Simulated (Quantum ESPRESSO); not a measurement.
# Dipole at the next field: 1T-PbBrI, 1 layer

How the rows were computed: Quantum ESPRESSO 7.5, PBE, PseudoDojo norm-conserving; sawtooth field along the normal with dipole correction, ions clamped, threshold 1e-9 Ry; cell area 18.054 Å².

| field (V/Å) | dipole (e Å a cell) |
| --- | --- |
| 0 | −0.02199 |
| 0.1 | 0.02925 |
| 0.2 | 0.08051 |

To predict: What is the dipole at −0.2 V/Å, and what electrostatic thickness 4πα/A follows from the rows?

By hand: The slope is (0.08051 − (−0.02199))/0.2 = 0.5125 e Å²/V, so 4πα/A = 180.95 × 0.5125/18.054 = 5.14 Å. Linear response gives p = −0.02199 + 0.5125 × (−0.2) = −0.12449 e Å; a parabola through the three rows gives −0.12441.

What the calculation gave: p = −0.12433 e Å. The line misses by 0.2 % of the induced dipole and the parabola by 0.1 %. The response is linear over this range.

Caveats: Electrons alone respond; local and semilocal functionals tend to overscreen.
